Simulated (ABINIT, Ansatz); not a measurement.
# Quasiparticle gap of Ba2IBrF2 (P4mm) in ABINIT, part 3 of 3

Aim: the G0W0 gap of Ba2IBrF2 (P4mm) on PBEsol, step by step.

ABINIT 10.8.3; PBEsol and many-body steps on it, plane waves. Known limits of the many-body steps: not at the basis limit; no spin-orbit coupling; coarse k mesh.

So far. Step 4 (Empty states on the mesh, 2×2×1 mesh, 117 bands): On this mesh the gap is 4.249 eV. Step 5 (Screening, 2×2×1 mesh, 107 bands, screening to 98 eV): Local fields lower ε∞ by 15 %. On a Γ-centred mesh this coarse the value itself is usually too large, while a short band sum pulls it down.

**6. Self-energy, 2×2×1 mesh, 107 bands, screening to 98 eV**

The self-energy is evaluated for the states that the input lists, and the levels follow from it, in one-shot runs by the linearised quasiparticle equation.

This step: G0W0 on PBEsol, plane waves, norm-conserving pseudopotentials.

Contents of run.abi:

```
acell 3*1.0 Angstrom
rprim 
  4.623364000000 0.000000000000 0.000000000000
  0.000000000000 4.623364000000 0.000000000000
  0.000000000000 0.000000000000 7.991386000000
ntypat 4
znucl 56 53 35 9
natom 6
typat 1 1 2 3 4 4
xred 
  0.500000000000 0.500000000000 0.827396000000
  0.000000000000 0.000000000000 0.185191000000
  0.000000000000 0.000000000000 0.641387000000
  0.500000000000 0.500000000000 0.340098000000
  0.500000000000 0.000000000000 0.002964000000
  0.000000000000 0.500000000000 0.002964000000
pp_dirpath "pseudos"
pseudos "Ba.upf, I.upf, Br.upf, F.upf"
ecut 36
ngkpt 2 2 1
nshiftk 1
shiftk 0 0 0
kptopt 1
chksymbreak 0
istwfk *1
occopt 1
irdwfk 1
optdriver 4
nband 107
gwcalctyp 0
ecutsigx 36
symsigma 1
nkptgw 1
kptgw 
  0.0000000000 0.0000000000 0.0000000000
bdgw 
  23 26
ecuteps 3.6
irdscr 1
ppmodel 1
indata_prefix "in"
outdata_prefix "out"
tmpdata_prefix "tmp"
```

Started as:

```bash
OMP_NUM_THREADS=1 mpirun -n 4 abinit run.abi > log
```

Numbers of over 12 decimals in the logs are rounded to 6 here.

The program printed:

```text
.Version 10.8.3 of ABINIT. v10.8.2 released Aug 2026.

 Symmetries : space group P4 m m (# 99); Bravais tP (primitive tetrag.)
[... echo of the input left out ...]
== DATASET  1 ==================================================================
-   mpi_nproc: 4, omp_nthreads: 1 (-1 if OMP is not activated)

--- !DatasetInfo
iteration_state: {dtset: 1, }
dimensions: {natom: 6, nkpt: 3, mband: 107, nsppol: 1, nspinor: 1, nspden: 1, mpw: 11965, }
cutoff_energies: {ecut:  36.0, pawecutdg:  -1.0, }
electrons: {nelect:   4.80000000E+01, charge:   0.00000000E+00, occopt:   1.00000000E+00, tsmear:   1.00000000E-02, }

 SIGMA: Calculation of the GW corrections

 Based on a program developped by R.W. Godby, V. Olevano, G. Onida, and L. Reining.
 Incorporated in ABINIT by V. Olevano, G.-M. Rignanese, and M. Torrent.
.Using double precision arithmetic ; gwpc =  8

[... cell and pseudopotentials left out ...]
--------------------------------------------------------------------------------

 ==== K-mesh for the wavefunctions ====
 Number of points in the irreducible wedge :     3
[... list of points left out ...]
 Together with  8 symmetry operations and time-reversal symmetry
 yields     4 points in the full Brillouin Zone.

 ==== Q-mesh for screening function ====
 Number of points in the irreducible wedge :     3
[... list of points left out ...]
 Together with  8 symmetry operations and time-reversal symmetry
 yields     4 points in the full Brillouin Zone.

 vcoul_init : cutoff-mode = AUXILIARY_FUNCTION
 q-points for optical limit:   1
     1)      0.000010    0.000020    0.000030
 setmesh: FFT mesh size selected  =    48x   48x   81
          total number of points  =       186624

 Number of electrons calculated from density =   48.0000; Expected =   48.0000
 average of density, n =  0.041640
 r_s =    1.7898
 omega_plasma =   19.6838 [eV]

 === KS Band Gaps ===
  >>>> For spin  1
   Minimum direct gap =   4.2490 [eV], located at k-point      :   0.0000  0.0000  0.0000
   Fundamental gap    =   4.2490 [eV], Top of valence bands at :   0.0000  0.0000  0.0000
                                       Bottom of conduction at :   0.0000  0.0000  0.0000
 SIGMA fundamental parameters:
 PLASMON POLE MODEL  1
 number of plane-waves for SigmaX                11965
 number of plane-waves for SigmaC and W            385
 number of plane-waves for wavefunctions         11965
 number of bands                                   107
 number of independent spin polarizations            1
 number of spinorial components                      1
 number of k-points in IBZ                           3
 number of q-points in IBZ                           3
 number of symmetry operations                       8
 number of k-points in BZ                            4
 number of q-points in BZ                            4
 number of frequencies for dSigma/dE                 9
 frequency step for dSigma/dE [eV]                0.25
 number of omega for Sigma on real axis              0
 max omega for Sigma on real axis  [eV]           0.00
 zcut for avoiding poles [eV]                     0.10

 EPSILON^-1 parameters (SCR file):
 dimension of the eps^-1 matrix on file            385
 dimension of the eps^-1 matrix used               385
 number of plane-waves for wavefunctions         11965
 number of bands                                   107
 number of q-points in IBZ                           3
 number of frequencies                               2
 number of real frequencies                          1
 number of imag frequencies                          1

 matrix elements of self-energy operator (all in [eV])

 Perturbative Calculation

--- !SelfEnergy_ee
iteration_state: {dtset: 1, }
kpoint     : [   0.000,    0.000,    0.000, ]
spin       : 1
KS_gap     :    4.249
QP_gap     :    6.141
Delta_QP_KS:    1.892
data: !SigmaeeData |
     Band     E0 <VxcDFT>   SigX SigC(E0)      Z dSigC/dE  Sig(E)    E-E0       E
       23   2.398 -11.958 -15.260   2.328   0.821  -0.217 -12.758  -0.800   1.597
       24   2.398 -11.958 -15.260   2.328   0.821  -0.217 -12.758  -0.800   1.597
       25   6.647  -8.510  -4.148  -3.068   0.844  -0.185  -7.418   1.091   7.738
       26   6.954  -8.356  -3.825  -3.237   0.847  -0.181  -7.261   1.095   8.049

== END DATASET(S) ==============================================================
================================================================================

 -outvars: echo values of variables after computation  --------
           etotal      0.0000000000E+00
            nband         107
             nkpt           3
          spgroup          99
 [... the other variables as echoed above ...]

 Calculation completed.
```

Run time: 12 s. Hardware: 4 MPI ranks of Arm Neoverse N1, shared host; peak memory 0.87 GiB; 46 s of CPU time.

Numbers from this step:

* G0W0 gap on the points computed: 6.141 eV
* starting gap on the mesh: 4.249 eV
* k of the valence top: 0, 0, 0
* k of the conduction bottom: 0, 0, 0
* Z at the valence top: 0.821
* Z at the conduction bottom: 0.844
* least direct G0W0 gap on the computed points: 6.141 eV

The gap on the mesh goes from 4.25 eV to 6.14 eV, a correction of +1.89 eV.

Limits: finite bands, cutoff and mesh; no spin-orbit coupling; coarse k mesh. v1 is the top filled band, c1 the lowest empty one. Levels before and after the correction, in eV, zero at the valence-band top of each column:

|  | conduction bottom | valence top |
| --- | --- | --- |
| Kohn-Sham | 4.25 | 0.00 |
| G0W0 | 6.14 | 0.00 |

|  | level | energy (eV) |
| --- | --- | --- |
| Kohn-Sham | Γ v2-v1 | 0.000 |
| Kohn-Sham | Γ c1 | 4.249 |
| Kohn-Sham | Γ c2 | 4.556 |
| G0W0 | Γ v2-v1 | 0.000 |
| G0W0 | Γ c1 | 6.141 |
| G0W0 | Γ c2 | 6.452 |

**7. Where the time went**

Times are wall times on the hardware named with each run, good to a factor of about two.

| step | time | share | memory (GiB) |
| --- | --- | --- | --- |
| ground state | 90 s | 22 % | 0.49 |
| bands along the symmetry lines | 2.9 min | 43 % | 0.55 |
| empty states on the mesh | 90 s | 22 % | 0.37 |
| screening | 40 s | 10 % | 1.1 |
| self-energy | 12 s | 3 % | 0.87 |

**8. What came out**

```json
{
  "PBEsol gap": "4.25 eV, direct",
  "G0W0 gap on the mesh": "6.14 eV",
  "GW settings": "2×2×1 mesh, 107 bands, screening to 98 eV, Godby-Needs plasmon pole",
  "known limits": "not at the basis limit; no spin-orbit coupling; coarse k mesh"
}
```

**Reading.** G0W0 moves the gap on the mesh from 4.25 eV to 6.14 eV (+1.89 eV), with Z of 0.82 and 0.84 at the edges. Local fields lower the RPA ε∞ on this mesh from 4.31 to 3.68; a Γ-centred mesh this coarse tends to raise both, most where the direct gap is narrow, while a short band sum lowers them. Only 1 of the mesh's irreducible points was corrected, so a valley elsewhere could overtake. The dearest step here is «bands along the symmetry lines». Bands and cutoff are finite, so the gap is not at the basis limit. The miss can reach some tenths of an eV and take either sign; the mesh is an error of its own. In the G0W0 run levels were corrected at 1 k point alone, so a gap called «on the mesh» is the least over those, and an edge elsewhere would be missed. The 2×2×1 mesh is coarse for this cell, which bears on the long-range parts of exchange and screening. The many-body steps are scalar-relativistic: spin-orbit coupling is not in them.

[Paths, hosts, dates, memory and timing lines, banners, echoed tables and standing remarks are left out of the program output.]

[Logs are printed without paths, hosts, clocks, repeated set-up lines and the standing remarks that a program may print on its own settings, such as how far it seeks lower states.]

[Runs of the session that timed out or met a known fault of the program may be left out.]

[Hosts, paths, dates, database ids (printed as entryN), source tags and the programs' standing remarks are cut or masked in the printed files.]

[G0W0 gaps are taken among the corrected bands and points alone; a level outside them can change the order at an edge.]

[Where Ansatz stands beside ABINIT at settings called matched, ABINIT's density can come from a denser mesh and the files from another edition; pairs whose starting gaps differed by over 0.03 eV were left out, so agreement reads better than it is.]
